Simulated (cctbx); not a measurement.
# Reading a Patterson map

Space group I4/mmm (no. 139), a = 4.5880 Å, b = 4.5880 Å, c = 15.0060 Å, α = 90.00°, β = 90.00°, γ = 90.00°, content Ir2 Sr4 S8.

The data are simulated with cctbx, not measured: Mo Kα, λ = 0.71073 Å, to d = 0.6 Å, 95 % of the full sphere, strongest reflection 5000 counts, noise from counting, a 3 % proportional error and a noise floor of 2 counts (s.d.); no absorption, some extinction.

Patterson synthesis from sharpened amplitudes, origin scaled to 1000:

```text
Patterson group I 4/m m m
      u       v       w   height  length (A)
  0.000   0.000   0.000   1000.0     0.00
  0.000   0.000   0.352    534.2     5.29
  0.000   0.500   0.000    196.6     2.29
  0.000   0.000   0.157    191.1     2.36
  0.000   0.000   0.500    153.8     7.50
  0.000   0.000   0.295    123.9     4.43
  0.000   0.500   0.150     94.8     3.21
  0.000   0.000   0.056     36.1     0.84
  0.054   0.181   0.000     34.2     0.87
  0.121   0.121   0.021     32.2     0.85
  0.000   0.094   0.046     31.1     0.82
  0.000   0.162   0.325     18.8     4.94
  0.000   0.156   0.380     17.6     5.74
  0.000   0.430   0.053     16.9     2.13
```

Q: Assign the vectors.

A peak at u stands for all pairs with xi − xj = u, with weight Σ ZiZj against Σ Z² = 19682 at the origin. Peak heights follow these weights only roughly, since form factors, motion and series ripples differ, all vectors within 0.55 Å of a peak are counted as merged into it though the farther ones add only part of their weight, and F(000) is left out, which lowers the whole map:

| u | v | w | shortest length (Å) | height | 1000 ΣZiZj/ΣZ² | pairs in the cell |
| --- | --- | --- | --- | --- | --- | --- |
| 0.000 | 0.000 | 0.352 | 3.93 | 534 | 621 | 4 × Ir–Sr, 2 × S–S |
| 0.000 | 0.500 | 0.000 | 2.29 | 197 | 250 | 4 × Ir–S |
| 0.000 | 0.000 | 0.157 | 2.36 | 191 | 250 | 4 × Ir–S |
| 0.000 | 0.000 | 0.500 | 3.24 | 154 | 299 | 8 × Sr–S, 4 × S–S |
| 0.000 | 0.000 | 0.295 | 4.43 | 124 | 173 | 2 × Sr–Sr, 2 × S–S |
| 0.000 | 0.500 | 0.150 | 3.21 | 95 | 176 | 4 × Sr–S, 4 × S–S |

The table stops at ten peaks or at a height of 45, below which ripples compete. In the model behind the data Ir, the heaviest element, has 1 independent site: (0, 0, 0), up to an allowed shift of origin. No listed peak is a Ir–Ir vector, so the position follows from the cell content and the cross vectors. The whole model:

```csv
atom,mult.,x,y,z,Ueq (Å²)
Ir1,2,0,0,0,0.0091
Sr1,4,0,0,0.3528,0.0150
S1,4,0,0,0.1577,0.0153
S2,4,0,1/2,0,0.0163
```

The model is made up (kin elements in a known structure type, no relaxation), so it says nothing on whether the phase exists.

[Logs are printed without paths, hosts, clocks, repeated set-up lines and the standing remarks that a program may print on its own settings, such as how far it seeks lower states.]
